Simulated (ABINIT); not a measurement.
# SiO2 (P4_32_12): a self-consistent loop beyond G0W0, cycle by cycle, part 3 of 3

Wanted: G0W0 and self-consistent gaps of SiO2 (P4_32_12), with the cost of the cycles.

ABINIT 10.8.3; LDA and many-body steps on it, plane waves. Known limits of the many-body steps: not at the basis limit; coarse k mesh.

So far. Step 10 (evGW, cycle 1): Against G0W0 in ABINIT (2×2×2 mesh, 247 bands, screening to 106.1 eV, Godby-Needs plasmon pole), the gap moves by +1.000 eV. Step 13 (evGW, cycle 2): Against the cycle before, the gap moves by +0.067 eV.

**14. Screening, 2×2×2 mesh, 247 bands, screening to 106.1 eV**

This step: RPA screening on LDA, plane waves, norm-conserving pseudopotentials.

Input file run.abi:

```
acell 3*1.0 Angstrom
rprim 
  4.932900000000 0.000000000000 0.000000000000
  0.000000000000 4.932900000000 0.000000000000
  0.000000000000 0.000000000000 6.464500000000
ntypat 2
znucl 14 8
natom 12
typat 1 1 1 1 2 2 2 2 2 2 2 2
xred 
  0.817705000000 0.817705000000 0.500000000000
  0.682295000000 0.317705000000 0.250000000000
  0.182295000000 0.182295000000 0.000000000000
  0.317705000000 0.682295000000 0.750000000000
  0.268340000000 0.364570000000 0.801930000000
  0.135430000000 0.768340000000 0.551930000000
  0.731660000000 0.635430000000 0.301930000000
  0.864570000000 0.231660000000 0.051930000000
  0.768340000000 0.135430000000 0.448070000000
  0.635430000000 0.731660000000 0.698070000000
  0.231660000000 0.864570000000 0.948070000000
  0.364570000000 0.268340000000 0.198070000000
pp_dirpath "pseudos"
pseudos "Si.upf, O.upf"
ecut 36
ngkpt 2 2 2
nshiftk 1
shiftk 0 0 0
kptopt 1
chksymbreak 0
istwfk *1
occopt 1
irdwfk 1
optdriver 3
nband 247
ecuteps 3.9
inclvkb 2
awtr 1
symchi 1
gwcalctyp 10
mbpt_sciss 4.349 eV
nqptdm 1
qptdm 
  0 0 0
indata_prefix "in"
outdata_prefix "out"
tmpdata_prefix "tmp"
```

The run is started by

```console
$ OMP_NUM_THREADS=1 mpirun -n 4 abinit run.abi > log
```

Numbers of over 12 decimals in the logs are rounded to 6 here.

What it wrote:

```text
.Version 10.8.3 of ABINIT. v10.8.2 released Aug 2026.

 Symmetries : space group P4_3 2_1 2 (# 96); Bravais tP (primitive tetrag.)
[... echo of the input left out ...]
== DATASET  1 ==================================================================
-   mpi_nproc: 4, omp_nthreads: 1 (-1 if OMP is not activated)

--- !DatasetInfo
iteration_state: {dtset: 1, }
dimensions: {natom: 12, nkpt: 6, mband: 247, nsppol: 1, nspinor: 1, nspden: 1, mpw: 10976, }
cutoff_energies: {ecut:  36.0, pawecutdg:  -1.0, }
[...]
[... chi0 elements left out ...]
 For q-point:  0.000010 0.000020 0.000030
  dielectric constant =   2.0348
  dielectric constant without local fields =   2.1817

  Average fulfillment of the sum rule on Im[epsilon] for q-point    1 :     75.73  [%]
[... wings left out ...]
== END DATASET(S) ==============================================================
================================================================================

 -outvars: echo values of variables after computation  --------
           etotal      0.0000000000E+00
            nband         247
             nkpt           6
          spgroup          96
 [... the other variables as echoed above ...]

 Calculation completed.
```

The job ended after 2.4 min (4 MPI ranks of Arm Neoverse V2, shared host; peak memory 3.6 GiB).

Numbers from this step:

* ε∞ with local fields, on this mesh, along the program's q direction: 2.035
* the same without local fields: 2.182
* plasma frequency: 23.69 eV
* plane waves in the screening matrix: 379

This screening uses the functional's bands under a rigid shift, the mean opening of the cycle before.

**15. Screening, 2×2×2 mesh, 247 bands, screening to 106.1 eV**

This step: RPA screening on LDA from quasiparticle energies, plane waves, norm-conserving pseudopotentials.

run.abi, as its differences from that of step 14:

```diff
@@ -39,7 +39,11 @@
 symchi 1
+irdqps 1
 gwcalctyp 10
-mbpt_sciss 4.349 eV
-nqptdm 1
+nqptdm 5
 qptdm 
-  0 0 0
+  0.5000000000 0.0000000000 0.0000000000
+  0.5000000000 0.5000000000 0.0000000000
+  0.0000000000 0.0000000000 0.5000000000
+  0.5000000000 0.0000000000 0.5000000000
+  0.5000000000 0.5000000000 0.5000000000
 indata_prefix "in"
```

Input file mrgscr.stdin:

```
2
merged
q0_SCR
out_SCR
1
```

The run is started by

```console
$ OMP_NUM_THREADS=1 mpirun -n 4 abinit run.abi > log; mrgscr < mrgscr.stdin
```

What it wrote:

```text
.Version 10.8.3 of ABINIT. v10.8.2 released Aug 2026.

 Symmetries : space group P4_3 2_1 2 (# 96); Bravais tP (primitive tetrag.)
[... echo of the input left out ...]
== DATASET  1 ==================================================================
-   mpi_nproc: 4, omp_nthreads: 1 (-1 if OMP is not activated)

--- !DatasetInfo
iteration_state: {dtset: 1, }
dimensions: {natom: 12, nkpt: 6, mband: 247, nsppol: 1, nspinor: 1, nspden: 1, mpw: 10976, }
cutoff_energies: {ecut:  36.0, pawecutdg:  -1.0, }
[...]
q-point number  1        q = ( 0.500000, 0.000000, 0.000000) [r.l.u.]
--------------------------------------------------------------------------------
[... chi0 elements left out ...]
  Average fulfillment of the sum rule on Im[epsilon] for q-point    2 :     77.22  [%]

--------------------------------------------------------------------------------
  q-point number  2        q = ( 0.500000, 0.500000, 0.000000) [r.l.u.]
--------------------------------------------------------------------------------
[... chi0 elements left out ...]
  Average fulfillment of the sum rule on Im[epsilon] for q-point    3 :     75.50  [%]

 [... 3 further q-points ...]
```

Run time: 57 s. Hardware: 4 MPI ranks; peak memory 3 GiB; 3.8 min of CPU time.

Numbers from this step:

| Property | Result |
| --- | --- |
| plasma frequency | 23.69 eV |
| plane waves in the screening matrix | 379 |

This screening reads the quasiparticle levels of the cycle before.

**16. evGW, cycle 3**

This step: evGW on LDA, plane waves, norm-conserving pseudopotentials.

run.abi, as its differences from that of step 15:

```diff
@@ -33,12 +33,10 @@
 irdwfk 1
-optdriver 3
+optdriver 4
 nband 247
-ecuteps 3.9
-inclvkb 2
-awtr 1
-symchi 1
-irdqps 1
 gwcalctyp 10
-nqptdm 5
-qptdm 
+ecutsigx 36
+symsigma 1
+nkptgw 6
+kptgw 
+  0.0000000000 0.0000000000 0.0000000000
   0.5000000000 0.0000000000 0.0000000000
@@ -48,2 +46,13 @@
   0.5000000000 0.5000000000 0.5000000000
+bdgw 
+  9 44
+  9 44
+  9 44
+  9 44
+  9 44
+  9 44
+ecuteps 3.9
+irdscr 1
+ppmodel 1
+irdqps 1
 indata_prefix "in"
```

The run is started by

```console
$ OMP_NUM_THREADS=1 mpirun -n 4 abinit run.abi > log
```

What it wrote:

```text
.Version 10.8.3 of ABINIT. v10.8.2 released Aug 2026.

 Symmetries : space group P4_3 2_1 2 (# 96); Bravais tP (primitive tetrag.)
[... echo of the input left out ...]
== DATASET  1 ==================================================================
-   mpi_nproc: 4, omp_nthreads: 1 (-1 if OMP is not activated)

--- !DatasetInfo
iteration_state: {dtset: 1, }
dimensions: {natom: 12, nkpt: 6, mband: 247, nsppol: 1, nspinor: 1, nspden: 1, mpw: 10976, }
cutoff_energies: {ecut:  36.0, pawecutdg:  -1.0, }
[...]
.  kptgw no:  4; Maximum DeltaE = (   0.002  -0.000) for band index:  1
.  kptgw no:  5; Maximum DeltaE = (   0.003   0.000) for band index:  3
.  kptgw no:  6; Maximum DeltaE = (   0.002   0.000) for band index:  1

== END DATASET(S) ==============================================================
================================================================================

 -outvars: echo values of variables after computation  --------
           etotal      0.0000000000E+00
            nband         247
             nkpt           6
          spgroup          96
 [... the other variables as echoed above ...]

 Calculation completed.
```

Run time: 9.5 min. Hardware: 4 MPI ranks; peak memory 4.4 GiB.

This step gave:

| Property | Result |
| --- | --- |
| quasiparticle gap on the mesh | 9.505 eV |
| gap of the density functional on the mesh | 5.522 eV |
| k of the valence top | 0, 0, 0 |
| k of the conduction bottom | 0, 0, 0 |
| least direct quasiparticle gap on the computed points | 9.505 eV |

Against the cycle before, the gap moves by +0.007 eV.

**17. Side by side**

Times are wall times on 4 MPI ranks of Arm Neoverse V2, shared host, good to a factor of about two. A run's time includes the screening step that it read.

```
           run   mesh  bands  screening cutoff (eV)  DFT gap (eV)  gap on the mesh (eV)  direct (eV)  ε∞ used     time
          G0W0  2×2×2    247                  106.1         5.522                 8.431        8.431     2.35  4.7 min
evGW0, cycle 1  2×2×2    247                  106.1         5.522                 8.962        8.962     2.35   13 min
evGW0, cycle 2  2×2×2    247                  106.1         5.522                 8.840        8.840     2.35   13 min
evGW0, cycle 3  2×2×2    247                  106.1         5.522                 8.838        8.838     2.35   13 min
 evGW, cycle 1  2×2×2    247                  106.1         5.522                 9.431        9.431     2.07   13 min
 evGW, cycle 2  2×2×2    247                  106.1         5.522                 9.498        9.498     2.04   13 min
 evGW, cycle 3  2×2×2    247                  106.1         5.522                 9.505        9.505     2.03   13 min
```

**18. What came out**

| Item | Value |
| --- | --- |
| G0W0 | 8.431 eV |
| evGW0, cycle 1 | 8.962 eV |
| evGW0, cycle 2 | 8.840 eV |
| evGW0, cycle 3 | 8.838 eV |
| evGW, cycle 1 | 9.431 eV |
| evGW, cycle 2 | 9.498 eV |
| evGW, cycle 3 | 9.505 eV |
| known limits | not at the basis limit; coarse k mesh |

**Reading.** Only the bands that the input lists are updated; the others, empty or deep, keep the functional's energies or take a rigid shift. The evGW loop starts from the last levels of evGW0, so its cycles and time come on top of those. evGW0 ends at 8.84 eV, +0.41 eV from G0W0, after 3 cycles that took 28 min beside the first screening; the last moved the gap by 0.002 eV. evGW ends at 9.51 eV, +1.07 eV from G0W0, after 3 cycles that took 38 min beside the first screening; the last moved the gap by 0.007 eV. The first cycle of evGW0 takes the full correction, without the factor Z, so it overshoots the one-shot value. Bands and cutoff are finite, so the gap is not at the basis limit. The miss can reach some tenths of an eV and take either sign; the mesh is an error of its own. The 2×2×2 mesh is coarse for this cell, which bears on the long-range parts of exchange and screening. In the updated screening the q = 0 part is built from Kohn-Sham bands under a rigid shift, the other q from the quasiparticle levels.

[Paths, hosts, dates, memory and timing lines, banners, echoed tables and standing remarks are left out of the program output.]

[Logs are printed without paths, hosts, clocks, repeated set-up lines and the standing remarks that a program may print on its own settings, such as how far it seeks lower states.]

[Runs of the session that timed out or met a known fault of the program may be left out.]

[Hosts, paths, dates, database ids (printed as entryN), source tags and the programs' standing remarks are cut or masked in the printed files.]

[G0W0 gaps are taken among the corrected bands and points alone; a level outside them can change the order at an edge.]

[Where Ansatz stands beside ABINIT at settings called matched, ABINIT's density can come from a denser mesh and the files from another edition; pairs whose starting gaps differed by over 0.03 eV were left out, so agreement reads better than it is.]
